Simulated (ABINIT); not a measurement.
**Quasiparticle gap of Sr2H3I (P-3m1) in ABINIT**

Aim: the G0W0 gap of Sr2H3I (P-3m1) on LDA, step by step.

Method: LDA and many-body steps on it, plane waves, in ABINIT 10.8.3.

This is a report of a sequence of runs, with most program output left out.

### 1. The structure

The structure is trigonal, space group P-3m1 (No. 164). Conventional cell: a = 4.243 Å, b = 4.243 Å, c = 7.683 Å, α = 90.00°, β = 90.00°, γ = 120.00°. Nearest to Sr lie 7 H at 2.47 to 2.81 Å and 3 I at 3.48 Å. Nearest to H lie 6 H at 2.68 Å and 6 Sr at 2.81 Å. Nearest to H lie 4 Sr at 2.47 Å. I has 6 Sr at 3.48 Å nearest. Farther neighbours and most contacts between anions are not listed.

The cell and positions are those that the Materials Project relaxed with its own functionals (PBE, PBE+U or r2SCAN), kept fixed. Spin-orbit coupling is left out unless a step names it.

### 2. Ground state

This step: ABINIT 10.8.3; DFT, LDA, plane waves, norm-conserving pseudopotentials.

The ground-state density comes first.

File run.abi:

```
acell 3*1.0 Angstrom
rprim 
  4.242728767114 -0.000000000028 0.000000000000
  -2.121364383533 3.674310893702 0.000000000000
  0.000000000000 0.000000000000 7.682747430000
ntypat 3
znucl 38 1 53
natom 6
typat 1 1 2 2 2 3
xred 
  0.666666666667 0.333333333333 0.678655290000
  0.333333333333 0.666666666667 0.321344710000
  0.000000000000 0.000000000000 0.500000000000
  0.666666666667 0.333333333333 0.357251500000
  0.333333333333 0.666666666667 0.642748500000
  0.000000000000 0.000000000000 0.000000000000
pp_dirpath "pseudos"
pseudos "Sr.upf, H.upf, I.upf"
ecut 31
ngkpt 6 6 4
nshiftk 1
shiftk 0 0 0
kptopt 1
chksymbreak 0
nband 22
occopt 1
tolvrs 1e-10
nstep 60
prtwf 0
optforces 0
optstress 0
indata_prefix "in"
outdata_prefix "out"
tmpdata_prefix "tmp"
```

Launch:

```console
$ OMP_NUM_THREADS=1 mpirun -n 4 abinit run.abi > log
```

Run time: 44 s. Hardware: 4 MPI ranks of Arm Neoverse V1, shared host; peak memory 0.42 GiB; 3 min of CPU time.

Numbers from this step:

* total energy: -2271.5961 eV
* gap: 1.753 eV
* k of the valence top: 0, 0, 0.5
* k of the conduction bottom: 0.1667, 0.1667, 0.5
* least direct gap: 2.319 eV

The gap is indirect, with the least direct gap 0.57 eV higher.

### 3. Bands along the symmetry lines

Levels along a band path, at the cheap level, show where the edges lie and whether the meshes to come will hold them.

File run.abi:

```
acell 3*1.0 Angstrom
rprim 
  4.242728767114 -0.000000000028 0.000000000000
  -2.121364383533 3.674310893702 0.000000000000
  0.000000000000 0.000000000000 7.682747430000
ntypat 3
znucl 38 1 53
natom 6
typat 1 1 2 2 2 3
xred 
  0.666666666667 0.333333333333 0.678655290000
  0.333333333333 0.666666666667 0.321344710000
  0.000000000000 0.000000000000 0.500000000000
  0.666666666667 0.333333333333 0.357251500000
  0.333333333333 0.666666666667 0.642748500000
  0.000000000000 0.000000000000 0.000000000000
pp_dirpath "pseudos"
pseudos "Sr.upf, H.upf, I.upf"
ecut 31
iscf -2
irdden 1
kptopt 0
nkpt 75
kpt 
  0.00000000 0.00000000 0.00000000
  0.06250000 0.00000000 0.00000000
  0.12500000 0.00000000 0.00000000
  0.18750000 0.00000000 0.00000000
  0.25000000 0.00000000 0.00000000
  0.31250000 0.00000000 0.00000000
  0.37500000 0.00000000 0.00000000
  0.43750000 0.00000000 0.00000000
  0.50000000 0.00000000 0.00000000
  0.47916667 0.04166667 0.00000000
  0.45833333 0.08333333 0.00000000
  0.43750000 0.12500000 0.00000000
  0.41666666 0.16666666 0.00000000
  0.39583333 0.20833333 0.00000000
  0.37500000 0.25000000 0.00000000
  0.35416666 0.29166666 0.00000000
  0.33333333 0.33333333 0.00000000
  0.29166666 0.29166666 0.00000000
  0.25000000 0.25000000 0.00000000
  0.20833333 0.20833333 0.00000000
  0.16666666 0.16666666 0.00000000
  0.12500000 0.12500000 0.00000000
  0.08333333 0.08333333 0.00000000
  0.04166667 0.04166667 0.00000000
  0.00000000 0.00000000 0.00000000
  0.00000000 0.00000000 0.06250000
  0.00000000 0.00000000 0.12500000
  0.00000000 0.00000000 0.18750000
  0.00000000 0.00000000 0.25000000
  0.00000000 0.00000000 0.31250000
  0.00000000 0.00000000 0.37500000
  0.00000000 0.00000000 0.43750000
  0.00000000 0.00000000 0.50000000
  0.06250000 0.00000000 0.50000000
  0.12500000 0.00000000 0.50000000
  0.18750000 0.00000000 0.50000000
  0.25000000 0.00000000 0.50000000
  0.31250000 0.00000000 0.50000000
  0.37500000 0.00000000 0.50000000
  0.43750000 0.00000000 0.50000000
  0.50000000 0.00000000 0.50000000
  0.47916667 0.04166667 0.50000000
  0.45833333 0.08333333 0.50000000
  0.43750000 0.12500000 0.50000000
  0.41666666 0.16666666 0.50000000
  0.39583333 0.20833333 0.50000000
  0.37500000 0.25000000 0.50000000
  0.35416666 0.29166666 0.50000000
  0.33333333 0.33333333 0.50000000
  0.29166666 0.29166666 0.50000000
  0.25000000 0.25000000 0.50000000
  0.20833333 0.20833333 0.50000000
  0.16666666 0.16666666 0.50000000
  0.12500000 0.12500000 0.50000000
  0.08333333 0.08333333 0.50000000
  0.04166667 0.04166667 0.50000000
  0.00000000 0.00000000 0.50000000
  0.50000000 0.00000000 0.50000000
  0.50000000 0.00000000 0.43750000
  0.50000000 0.00000000 0.37500000
  0.50000000 0.00000000 0.31250000
  0.50000000 0.00000000 0.25000000
  0.50000000 0.00000000 0.18750000
  0.50000000 0.00000000 0.12500000
  0.50000000 0.00000000 0.06250000
  0.50000000 0.00000000 0.00000000
  0.33333333 0.33333333 0.50000000
  0.33333333 0.33333333 0.43750000
  0.33333333 0.33333333 0.37500000
  0.33333333 0.33333333 0.31250000
  0.33333333 0.33333333 0.25000000
  0.33333333 0.33333333 0.18750000
  0.33333333 0.33333333 0.12500000
  0.33333333 0.33333333 0.06250000
  0.33333333 0.33333333 0.00000000
istwfk *1
nband 22
nbdbuf 2
tolwfr 1e-08
nstep 40
prtwf 0
prtvol 0
indata_prefix "in"
outdata_prefix "out"
tmpdata_prefix "tmp"
```

Elapsed: 72 s, on 4 MPI ranks; peak memory 0.46 GiB.

This step gave:

```
gap                        : 1.753 eV
k of the valence top       : 0, 0, 0.5
k of the conduction bottom : 0.1667, 0.1667, 0.5
least direct gap           : 2.319 eV
```

The gap is 1.753 eV, as in the run before at this level.

The electronic bands at the labelled points (eV, zero at the top of the highest filled band):

| point | band 12 | band 13 | band 14 | band 15 | band 16 | band 17 | band 18 | band 19 |
| --- | --- | --- | --- | --- | --- | --- | --- | --- |
| Γ | -2.51 | -2.49 | -2.49 | -0.12 | 2.57 | 2.66 | 2.66 | 2.73 |
| halfway | -3.55 | -2.78 | -2.72 | -1.41 | 2.91 | 2.92 | 2.96 | 3.18 |
| M | -3.04 | -3.01 | -2.77 | -2.76 | 2.30 | 3.02 | 3.19 | 3.25 |
| halfway | -3.59 | -2.92 | -2.73 | -2.63 | 1.94 | 2.60 | 2.99 | 3.79 |
| K | -3.83 | -2.80 | -2.65 | -2.65 | 1.87 | 1.87 | 3.08 | 4.31 |
| halfway | -3.58 | -3.05 | -2.72 | -1.63 | 2.69 | 2.95 | 3.02 | 3.03 |
| Γ | -2.51 | -2.49 | -2.49 | -0.12 | 2.57 | 2.66 | 2.66 | 2.73 |
| halfway | -2.71 | -2.50 | -2.50 | -0.06 | 2.51 | 2.53 | 2.53 | 2.97 |
| A | -3.15 | -2.51 | -2.51 | 0.00 | 2.32 | 2.44 | 2.44 | 3.28 |
| halfway | -3.23 | -2.88 | -2.79 | -1.55 | 1.90 | 2.63 | 2.94 | 3.61 |
| L | -3.22 | -3.03 | -2.90 | -2.48 | 1.89 | 2.38 | 2.83 | 3.58 |
| halfway | -3.53 | -3.09 | -2.88 | -2.52 | 2.42 | 2.61 | 2.76 | 3.69 |
| H | -3.91 | -2.85 | -2.85 | -2.67 | 2.80 | 2.82 | 2.82 | 4.00 |
| halfway | -3.28 | -3.01 | -2.82 | -1.77 | 1.75 | 3.13 | 3.23 | 3.34 |
| A | -3.15 | -2.51 | -2.51 | 0.00 | 2.32 | 2.44 | 2.44 | 3.28 |
| jump to L | -3.22 | -3.03 | -2.90 | -2.48 | 1.89 | 2.38 | 2.83 | 3.58 |
| halfway | -3.06 | -3.04 | -2.95 | -2.57 | 2.17 | 2.65 | 3.00 | 3.09 |
| M | -3.04 | -3.01 | -2.77 | -2.76 | 2.30 | 3.02 | 3.19 | 3.25 |
| jump to H | -3.91 | -2.85 | -2.85 | -2.67 | 2.80 | 2.82 | 2.82 | 4.00 |
| halfway | -3.87 | -2.75 | -2.75 | -2.73 | 2.24 | 2.24 | 2.94 | 4.42 |
| K | -3.83 | -2.80 | -2.65 | -2.65 | 1.87 | 1.87 | 3.08 | 4.31 |

### 4. Empty states on the mesh, 3×3×2 mesh, 176 bands

The sums over transitions need many empty states on a uniform mesh; this step solves for them.

File run.abi:

```
acell 3*1.0 Angstrom
rprim 
  4.242728767114 -0.000000000028 0.000000000000
  -2.121364383533 3.674310893702 0.000000000000
  0.000000000000 0.000000000000 7.682747430000
ntypat 3
znucl 38 1 53
natom 6
typat 1 1 2 2 2 3
xred 
  0.666666666667 0.333333333333 0.678655290000
  0.333333333333 0.666666666667 0.321344710000
  0.000000000000 0.000000000000 0.500000000000
  0.666666666667 0.333333333333 0.357251500000
  0.333333333333 0.666666666667 0.642748500000
  0.000000000000 0.000000000000 0.000000000000
pp_dirpath "pseudos"
pseudos "Sr.upf, H.upf, I.upf"
ecut 31
ngkpt 3 3 2
nshiftk 1
shiftk 0 0 0
kptopt 1
chksymbreak 0
iscf -2
irdden 1
istwfk *1
nband 176
nbdbuf 16
tolwfr 1e-09
nstep 60
prtvol 0
indata_prefix "in"
outdata_prefix "out"
tmpdata_prefix "tmp"
```

The job ended after 98 s (4 MPI ranks; peak memory 0.44 GiB).

This step gave:

```
gap                                                           : 1.866 eV
k of the valence top                                          : 0, 0, 0.5
k of the conduction bottom                                    : 0.3333, 0.3333, 0
least direct gap                                              : 2.319 eV
k points computed                                             : 6
lowest point of the top converged band, above the valence top : 56.8538 eV
```

On this mesh the gap is 1.866 eV. The earlier step found 1.753 eV, so this mesh misses an edge.

### 5. Screening, 3×3×2 mesh, 160 bands, screening to 130.6 eV

The RPA dielectric matrix is built and inverted for each q.

This step: RPA screening on LDA, plane waves, norm-conserving pseudopotentials.

run.abi: that of step 4 with these lines changed.

```diff
@@ -24,10 +24,11 @@
 chksymbreak 0
-iscf -2
-irdden 1
 istwfk *1
-nband 176
-nbdbuf 16
-tolwfr 1e-09
-nstep 60
-prtvol 0
+occopt 1
+irdwfk 1
+optdriver 3
+nband 160
+ecuteps 4.8
+inclvkb 2
+awtr 1
+symchi 1
 indata_prefix "in"
```

The job ended after 45 s (4 MPI ranks; peak memory 1.2 GiB; 3 min of CPU time).

This step gave:

```
ε∞ with local fields, on this mesh, along the program's q direction : 5.516
the same without local fields                                       : 6.241
plasma frequency                                                    : 18.58 eV
plane waves in the screening matrix                                 : 387
```

Local fields lower ε∞ by 12 %. On a Γ-centred mesh this coarse the value itself is usually too large, while a short band sum pulls it down.

### 6. Self-energy, 3×3×2 mesh, 160 bands, screening to 130.6 eV

The self-energy is evaluated for the states that the input lists, and the levels follow from it, in one-shot runs by the linearised quasiparticle equation.

This step: G0W0 on LDA, plane waves, norm-conserving pseudopotentials.

run.abi: that of step 5 with these lines changed.

```diff
@@ -27,8 +27,19 @@
 irdwfk 1
-optdriver 3
+optdriver 4
 nband 160
+gwcalctyp 0
+ecutsigx 31
+symsigma 1
+nkptgw 3
+kptgw 
+  0.0000000000 0.0000000000 0.5000000000
+  0.3333333333 0.3333333333 0.0000000000
+  0.0000000000 0.0000000000 0.0000000000
+bdgw 
+  13 18
+  14 17
+  13 18
 ecuteps 4.8
-inclvkb 2
-awtr 1
-symchi 1
+irdscr 1
+ppmodel 1
 indata_prefix "in"
```

Elapsed: 34 s, on 4 MPI ranks; peak memory 1.2 GiB.

This step gave:

```
G0W0 gap on the points computed              : 3.623 eV
starting gap on the mesh                     : 1.866 eV
k of the valence top                         : 0, 0, 0.5
k of the conduction bottom                   : 0.3333, 0.3333, 0
Z at the valence top                         : 0.783
Z at the conduction bottom                   : 0.82
least direct G0W0 gap on the computed points : 3.966 eV
```

The gap on the mesh goes from 1.87 eV to 3.62 eV, a correction of +1.76 eV. The start differs from the 1.75 eV found before because the two sample other k points.

Limits: finite bands, cutoff and mesh; no spin-orbit coupling; coarse k mesh. v1 is the top filled band, c1 the lowest empty one. The levels before and after the correction (eV, zero at the valence-band top of each column):

|  | conduction bottom | valence top |
| --- | --- | --- |
| Kohn-Sham | 1.87 | 0.00 |
| G0W0 | 3.62 | 0.00 |

|  | level | energy (eV) |
| --- | --- | --- |
| Kohn-Sham | (0 0 0.5) v3-v2 | -2.506 |
| Kohn-Sham | (0 0 0.5) v1 | 0.000 |
| Kohn-Sham | (0 0 0.5) c1 | 2.320 |
| Kohn-Sham | (0 0 0.5) c2-c3 | 2.441 |
| Kohn-Sham | (0.333 0.333 0) v2-v1 | -2.652 |
| Kohn-Sham | (0.333 0.333 0) c1-c2 | 1.866 |
| G0W0 | (0 0 0.5) v3-v2 | -2.523 |
| G0W0 | (0 0 0.5) v1 | 0.000 |
| G0W0 | (0 0 0.5) c1 | 3.966 |
| G0W0 | (0 0 0.5) c2-c3 | 4.347 |
| G0W0 | (0.333 0.333 0) v2-v1 | -2.752 |
| G0W0 | (0.333 0.333 0) c1-c2 | 3.623 |

### 7. Where the time went

Times are wall times on 4 MPI ranks of Arm Neoverse V1, shared host, good to a factor of about two.

| step | time | share | memory (GiB) |
| --- | --- | --- | --- |
| ground state | 44 s | 15 % | 0.42 |
| bands along the symmetry lines | 72 s | 24 % | 0.46 |
| empty states on the mesh | 98 s | 33 % | 0.44 |
| screening | 45 s | 15 % | 1.2 |
| self-energy | 34 s | 11 % | 1.2 |

### 8. Summary of results

* LDA gap: 1.75 eV, indirect
* G0W0 gap on the mesh: 3.62 eV
* G0W0 gap over the zone (rigid shift): 3.51 eV
* GW settings: 3×3×2 mesh, 160 bands, screening to 130.6 eV, Godby-Needs plasmon pole
* known limits: not at the basis limit; no spin-orbit coupling; coarse k mesh

**Reading.** G0W0 moves the gap on the mesh from 1.87 eV to 3.62 eV (+1.76 eV), with Z of 0.78 and 0.82 at the edges. The mesh misses the band edges by 0.11 eV in all; a rigid shift gives 3.51 eV for the zone. Local fields lower the RPA ε∞ on this mesh from 6.24 to 5.52; a Γ-centred mesh this coarse tends to raise both, most where the direct gap is narrow, while a short band sum lowers them. Only 3 of the mesh's irreducible points were corrected, so a valley elsewhere could overtake. Bands and cutoff are finite, so the gap is not at the basis limit. The miss can reach some tenths of an eV and take either sign; the mesh is an error of its own. In the G0W0 run levels were corrected at 3 k points alone, so a gap called «on the mesh» is the least over those, and an edge elsewhere would be missed. A denser mesh or path gives a starting gap of 1.75 eV: the GW mesh misses a band edge, so its gaps are not the fundamental one. The 3×3×2 mesh is coarse for this cell, which bears on the long-range parts of exchange and screening. The many-body steps are scalar-relativistic: spin-orbit coupling is not in them.

[Paths, hosts, dates, memory and timing lines, banners, echoed tables and standing remarks are left out of the program output.]

[Logs are printed without paths, hosts, clocks, repeated set-up lines and the standing remarks that a program may print on its own settings, such as how far it seeks lower states.]

[Runs of the session that timed out or met a known fault of the program may be left out.]

[Hosts, paths, dates, database ids (printed as entryN), source tags and the programs' standing remarks are cut or masked in the printed files.]

[G0W0 gaps are taken among the corrected bands and points alone; a level outside them can change the order at an edge.]

[Where Ansatz stands beside ABINIT at settings called matched, ABINIT's density can come from a denser mesh and the files from another edition; pairs whose starting gaps differed by over 0.03 eV were left out, so agreement reads better than it is.]
